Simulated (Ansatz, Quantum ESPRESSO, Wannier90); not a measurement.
# Ballistic channels from Wannier functions: straight Na chain, spacing 3.30 Å, part 5 of 5

Aim: a Wannier model and the conductance steps that follow from it, for this wire: straight Na chain, spacing 3.30 Å.

Quantum ESPRESSO 7.5 and Wannier90 3.1.0; plane-wave DFT, PBE, PseudoDojo norm-conserving pseudopotentials; cross-check by Ansatz 0.2.0 with PAW datasets.

So far. Step 2 (Self-consistent run): The run needed 7 iterations to bring the estimated error under 1e-07 Ry. Step 6 (Localisation, bands and conductance): Bands and channels are those of the Wannier model: bands that were not projected, and all outside the frozen window, are missing or only approximate.

**12. Wannier functions and transport, with dis_froz_max − E_F = 9.0**

Level of this step: maximally localised Wannier functions and ballistic conductance; plane-wave DFT, PBE, PseudoDojo norm-conserving pseudopotentials (Wannier90).

One more run, with a changed input.

The input, wan_bad.win:

```
num_wann = 1
num_bands = 11
num_iter = 200
num_print_cycles = 20
conv_tol = 1e-8
conv_window = 5
guiding_centres = true
dis_num_iter = 1500
dis_conv_tol = 1e-8
dis_win_min = -13.2493
dis_win_max = 6.7507
dis_froz_max = 6.7507
search_shells = 120
fermi_energy = -2.2493

transport = true
transport_mode = bulk
one_dim_axis = z
dist_cutoff = 16.4
dist_cutoff_mode = one_dim
tran_win_min = -4.0
tran_win_max = 2.0
tran_energy_step = 0.02

bands_plot = true
bands_num_points = 96
begin kpoint_path
G 0.0 0.0 0.0 Z 0.0 0.0 0.5
end kpoint_path

begin projections
Na:s
end projections

begin unit_cell_cart
ang
  8.0000000000 0.0000000000 0.0000000000
  0.0000000000 8.0000000000 0.0000000000
  0.0000000000 0.0000000000 3.3000000000
end unit_cell_cart

begin atoms_frac
  Na 0.0000000000 0.0000000000 0.0000000000
end atoms_frac

mp_grid = 1 1 10
begin kpoints
  0.0 0.0 0.0000000000
  0.0 0.0 0.1000000000
  0.0 0.0 0.2000000000
  0.0 0.0 0.3000000000
  0.0 0.0 0.4000000000
  0.0 0.0 0.5000000000
  0.0 0.0 0.6000000000
  0.0 0.0 0.7000000000
  0.0 0.0 0.8000000000
  0.0 0.0 0.9000000000
end kpoints
```

Started as:

```
$ OMP_NUM_THREADS=1 wannier90.x wan_bad > wan_bad.run.log
```

Numbers of over 12 decimals in the logs are rounded to 6 here.

What it wrote:

```text
[banner, memory and clock lines left out]
+---------------------------------------------------+
             |                                                   |
             |                   WANNIER90                       |
             |                                                   |
             +---------------------------------------------------+
             |                                                   |
             |        Welcome to the Maximally-Localized         |
             |        Generalized Wannier Functions code         |
[...]
|  Wannier90 Developer Group:                       |
             |    Giovanni Pizzi    (EPFL)                       |
             |    Valerio Vitale    (Cambridge)                  |
             |    David Vanderbilt  (Rutgers University)         |
             |    Nicola Marzari    (EPFL)                       |
             |    Ivo Souza         (Universidad del Pais Vasco) |
             |    Arash A. Mostofi  (Imperial College London)    |
             |    Jonathan R. Yates (University of Oxford)       |
[...]
|  For the full list of Wannier90 3.x authors,      |
             |  please check the code documentation and the      |
             |  README on the GitHub page of the code            |
[...]
|  [ref] "Wannier90 as a community code:            |
             |        new features and applications",            |
             |        165902 (2020).                             |
[...]
|  in any publications arising from the use of      |
[...]
|  [ref] "Maximally Localized Generalised Wannier   |
             |         Functions for Composite Energy Bands"     |
             |         N. Marzari and D. Vanderbilt              |
             |         Phys. Rev. B 56 12847 (1997)              |
[...]
|  [ref] "Maximally Localized Wannier Functions     |
             |         for Entangled Energy Bands"               |
             |         I. Souza, N. Marzari and D. Vanderbilt    |
             |         Phys. Rev. B 65 035109 (2001)             |
[...]
| Copyright (c) 1996-2020                           |
             |        The Wannier90 Developer Group and          |
             |        individual contributors                    |
[...]
|      Release: 3.1.0        5th March    2020      |
[...]
| This program is free software; you can            |
             | redistribute it and/or modify it under the terms  |
             | of the GNU General Public License as published by |
             | the Free Software Foundation; either version 2 of |
[...]
|                        -----   --------------------                        |
 |                          1               2                                 |
 |                          5               4                                 |
[...]
| Completeness relation is fully satisfied [Eq. (B1), PRB 56, 12847 (1997)]  |
[...]
|                  b_k Vectors (Ang^-1) and Weights (Ang^2)                  |
 |                  ----------------------------------------                  |
 |            No.         b_k(x)      b_k(y)      b_k(z)        w_b           |
 |            ---        --------------------------------     --------        |
 |             1         0.000000    0.000000    0.190400    13.792346        |
 |             2         0.000000    0.000000   -0.190400    13.792346        |
 |             3         0.785398    0.000000    0.000000     0.810569        |
 |             4         0.000000    0.785398    0.000000     0.810569        |
 |             5         0.000000   -0.785398    0.000000     0.810569        |
 |             6        -0.785398    0.000000    0.000000     0.810569        |
[...]
|                           b_k Directions (Ang^-1)                          |
 |                           -----------------------                          |
 |            No.           x           y           z                         |
 |            ---        --------------------------------                     |
 |             1         0.000000    0.000000    0.190400                     |
 |             2         0.785398    0.000000    0.000000                     |
 |             3         0.000000    0.785398    0.000000                     |
[...]
Time to get kmesh              0.021 (sec)
 *============================================================================*
 |                              MEMORY ESTIMATE                               |
 |         Maximum RAM allocated during each phase of the calculation         |
 *============================================================================*
 |                        Disentanglement            0.16 Mb                  |
 |                            Wannierise:            0.01 Mb                  |
 |                          plot_wannier:            0.01 Mb                  |
 *----------------------------------------------------------------------------*

 Starting a new Wannier90 calculation ...

 Reading overlaps from wan_bad.mmn

 Reading projections from wan_bad.amn

 Time to read overlaps          0.008 (sec)

 *------------------------------- DISENTANGLE --------------------------------*
 +----------------------------------------------------------------------------+
 |                              Energy  Windows                               |
 |                              ---------------                               |
 |                   Outer:  -13.24930  to    6.75070  (eV)                   |
 |                   Inner:  -13.24930  to    6.75070  (eV)                   |
 +----------------------------------------------------------------------------+
 ERROR AT K-POINT    1 THERE ARE  7 BANDS INSIDE THE INNER WINDOW AND ONLY 1 TARGET BANDS
BANDS: (eV)  -3.13516   -0.23783   -0.23783    0.49049    1.00528    2.65938    3.19355
 Exiting.......
 dis_windows: More states in the frozen window than target WFs
[the rest left out]
[key lines of the parts left out:]
|  Fermi energy (eV)                         :            -2.249             |
```

The job ended after 0.5 s (1 MPI rank of Arm Neoverse N1, shared host; peak memory 0.08 GiB).

The input was rejected at the start.

The fault put into the input: a frozen window with more states than Wannier functions (dis_froz_max − E_F = 9.0).

The frozen window can't hold more states than there are functions: narrow it or add projections.

**13. Cross-check with Ansatz**

As a check, the same structure is run in Ansatz.

Level of this step: plane-wave DFT, PBE, Ansatz PAW (Ansatz 0.2.0).

System of this step: straight Na chain, spacing 3.30 Å, 2 periods. The cell holds 2 atoms: 2 Na. Cell: a = 8.000 Å, b = 8.000 Å, c = 6.600 Å, α = 90.0°, β = 90.0°, γ = 90.0°. Vacuum lies along a and b. The structure's axis is c.

The input, input.yaml:

```yaml
crystal:
  lattice:
    - [8.0, 0.0, 0.0]
    - [0.0, 8.0, 0.0]
    - [0.0, 0.0, 6.6]
  atoms:
    - { symbol: Na, position: [0.0, 0.0, 0.0] }
    - { symbol: Na, position: [0.0, 0.0, 0.5] }
kpoints:
  mp_grid: { grid: [1, 1, 10] }
hamiltonian:
  xc: pbe
scf:
  occupations: { method: fermi_dirac, width: 0.05 }
  convergence: { dr2_threshold: 1.0e-08 }
output:
  transmission:
    leads: [[0, 0]]
    e_range: [-4.0, 2.0]
    de: 0.05
    kmesh: [1, 1]
    reduced_basis: true
```

Started as:

```
$ ansatz run input.yaml --threads 2 --pin off --max-ram 4096MiB --backend cpu --events-out ev --progress --plain --runs-dir out
```

What it wrote:

```text
Engine: ansatz 0.2.0, aarch64-unknown-linux-gnu
Pseudopotentials: kind: paw
Pseudopotential: Na, paw, valence charge 9, recommended cutoff 420 eV (normal), Na.paw.azcp
Functional definition: PBE
  parameter kappa = 0.804
  parameter beta = 0.066725
  exchange = pbe_x(kappa = kappa, mu = beta*pi^2/3)
  correlation = pbe_c(beta = beta)
Crystal: 2 atoms, lattice volume = 422.400 Å³
Basis set: ecut = 420 eV, 8215 PW (Γ)
Bands: 13, of which v1, the nominal top of the filled ones, is band 9 counted from 1 (8 counted from 0)
Symmetry: 32 space group operations
Space group: P4/mmm (ITA 123), of the structure as read, at distance tolerance 7.5e-5 Å
k-points: 6 of 10
Non-local potential: Na, projectors of the file, l = 0: 3, l = 1: 2, l = 2: 1
PAW form: soft (Blöchl's): semilocal exchange-correlation on the pseudo side does not see the compensation charge
PAW one-centre angular grid: Na, 110 points (default); XC on 64 Gauss nodes
Initial density: superposition of atomic densities (neutral atoms: chi_scale 0, normalization atom), corrected by the library's trained network
Initial wavefunctions: pseudopotential atomic-orbital guess
Functional: x = pbe(κ = 0.804, μ = 0.219515), c = pbe(β = 0.066725)
SCF iter   1: F=—  HF=-2971.796672 eV  |F-HF|=—  |Δ(HF+E_count)|=         —  Δρ=6.94e-4  dr2=1.84e-2  ethr=1.77e-3  ⟨swp⟩=6.0  Hψ=440  notcnv=0
preconditioner: auto → LDOS  [insulator: Δε(μ)=0.379 eV  Ē_g=2.728 eV  σ=0.050 eV  W_gap=0.50  n_scr=30 (ndim 8)  ℏωp=2.6 eV  f_vac=0.607  D(μ)=2.02/eV (n_scr^D=4)  ε∞_Penn≈1.9  β→1.0]
SCF iter   2: F=—  HF=-2971.797284 eV  |F-HF|=—  |Δ(HF+E_count)|=   6.12e-4  Δρ=2.86e-4  dr2=2.63e-3  ethr=1.02e-4  ⟨swp⟩=2.5  Hψ=159  notcnv=0
SCF iter   3: F=—  HF=-2971.797016 eV  |F-HF|=—  |Δ(HF+E_count)|=   2.68e-4  Δρ=1.11e-4  dr2=1.15e-4  ethr=1.46e-5  ⟨swp⟩=2.0  Hψ=101  notcnv=0
SCF iter   4: F=—  HF=-2971.797105 eV  |F-HF|=—  |Δ(HF+E_count)|=   8.92e-5  Δρ=8.61e-5  dr2=2.06e-5  ethr=6.40e-7  ⟨swp⟩=2.0  Hψ=124  notcnv=0
SCF iter   5: F=—  HF=-2971.797106 eV  |F-HF|=—  |Δ(HF+E_count)|=   1.22e-6  Δρ=1.14e-5  dr2=8.67e-7  ethr=1.14e-7  ⟨swp⟩=2.0  Hψ=133  notcnv=0
SCF iter   6: F=—  HF=-2971.797119 eV  |F-HF|=—  |Δ(HF+E_count)|=   1.21e-5  Δρ=2.26e-6  dr2=3.74e-8  ethr=4.82e-9  ⟨swp⟩=3.0  Hψ=138  notcnv=0
SCF iter   7: F=-2971.797119 eV  HF=-2971.797119 eV  |F-HF|=1.77e-9  |Δ(HF+E_count)|=   1.33e-7  Δρ=2.74e-7  dr2=4.32e-10  ethr=5.56e-11  ⟨swp⟩=4.8  Hψ=273  notcnv=0
SCF 1 converged in 7 iterations: F = -2971.797119 eV  dr2 = 4.32e-10
  greatest PAW one-centre occupation: 0.999 electrons in one spin orbital (limit 2), on the Na atom at site 1 (counted from 0), in its partial waves of l = 0
transmission: 9 of 54 steps passed
transmission: 18 of 54 steps passed
[...]
transmission: 54 of 54 steps passed
SCF converged after 7 iterations
Free energy (F): -2971.797119 eV
Harris-Foulkes:  -2971.797119 eV  (|F-HF|=1.77e-9)
Internal energy: -2971.782890 eV  (E = F + TS)
E sigma→0 (E₀):  -2971.790004 eV
Entropy (-TS):   -0.014229 eV (-7.115 meV/atom)
Fermi energy:    -2.247807 eV
--- Per-component energies (eV) ---
  E_band       = -559.833419
  E_kinetic    = 239.061273
  E_local      = -4061.697266  (includes V_loc(G=0)·N_el)
  E_nonlocal   = 230.123303
  E_hartree    = 1604.605134
  E_xc         = -75.031062
  E_vxc        = -96.316942  (∫ρ·V_xc dr)
  E_paw        = -526.454863  (= ΣΔE_a)
  E_vpaw       = -80.214029  (= ΣTr[D̂ρ^β])
  E_aug_tail   = -0.000063  (compensation charges beyond the density's cutoff)
  E_ewald      = -382.389346
  E_smearing   = -0.014229  (= −TS)
  E_closure    = 0.000000  (closes the sum)
  Σ components = -2971.797119   (vs F -2971.797119, Δ=0.00e0)
--- Band table (eV; the first three rows and the last of 6) ---
  k-point 0: bands = [... 5 lower, -27.6132, -27.6132, -27.5864, -3.1246, -0.2268, -0.2268, -0.0654, 0.5060]
  k-point 1: bands = [... 5 lower, -27.6134, -27.6134, -27.5879, -3.0892, -0.4086, -0.1936, -0.1936, 0.5404]
  k-point 2: bands = [... 5 lower, -27.6139, -27.6139, -27.5923, -2.9830, -0.9321, -0.0942, -0.0942, 0.6433]
  k-point 5: bands = [... 5 lower, -27.6165, -27.6165, -27.6165, -2.2481, -2.2481, 0.6021, 0.6021, 0.6021]
--- Transmission ---
  basis      : 561 plane waves across, 9 finite elements along
  points     : 1, standing for a mesh of 1 x 1
  energies   : 121 from -4.000000 to 2.000000 eV about the Fermi level, 0.050000 eV apart; the leads are filled to 0.000000 eV, and channels, transmission and decay are at 0.000000 eV
  crystal 0  : Na2, at the sites [0, 0], period 6.6000 Å: whole cells are its period
    offset         : up to 0.0000 Å between an atom of the period and one for which it stands
    channels       : 1.000000e0 a spin
    conductance    : none, the energies end too early or step too widely for 300 K: set another output.transmission.e_range or a lower de, or, where they end at an eighth of basis.ecutwfc, a higher one
```

The job ended after 53 s (2 threads; peak memory 0.43 GiB; 1.7 min of CPU time).

Numbers from this step:

* free energy: -2971.7971 eV
* energy at zero smearing: -2971.7900 eV
* smearing term TS: 0.01423 eV
* Fermi energy: -2.248 eV
* symmetry operations: 32
* lead channels at the Fermi level, one spin: 1

Per spin. Open channels against energy, zero at the Fermi level:

```
energy (eV)  open channels
    -1.0000              0
    -0.7500              1
    -0.5000              1
    -0.2500              1
     0.0000              1
     0.2500              1
     0.5000              1
     0.7500              1
     1.0000              1
     1.2500              1
     1.5000              1
     1.7500              1
     2.0000              1
```

**14. By hand**

1 channel × 77.48 µS = 77 µS, a two-terminal resistance of 12.906/1 = 12.91 kΩ whatever the wire's length, as long as nothing scatters.

**15. Summary of results**

| Quantity | Value |
| --- | --- |
| open channels at the Fermi level, per spin | 1 |
| total spread | 4.08 Å² |
| gauge-invariant spread | 4.08 Å² |
| largest band misfit in the frozen window | 0.0497 eV |
| channels at the Fermi level by Ansatz | 1 |

In words: The wire offers 1 channel per spin at the Fermi level. Between -4 and 1.5 eV the channel count from Wannier functions equals that from Ansatz's layer matching at 100 % of the energies; outside the frozen window the Wannier bands are not held to the plane-wave ones. Each plane-wave level in the frozen window has a Wannier level within 0.05 eV; this test doesn't see extra bands that a model may add. The wire is perfect, so the conductance only counts bands: each channel, with its partner of the other spin, carries G₀ = 2e²/h. It was run without spin polarisation, which was not tested.

[Logs are printed without paths, hosts, clocks, repeated set-up lines and the standing remarks that a program may print on its own settings, such as how far it seeks lower states.]

[Hosts, paths, dates, database ids (printed as entryN), source tags and the programs' standing remarks are cut or masked in the printed files.]

[Maps of the electrostatic potential energy from Ansatz leave out the sawtooth potential of an applied field or a dipole correction, so their vacuum need not be flat; planar profiles and work functions include it.]
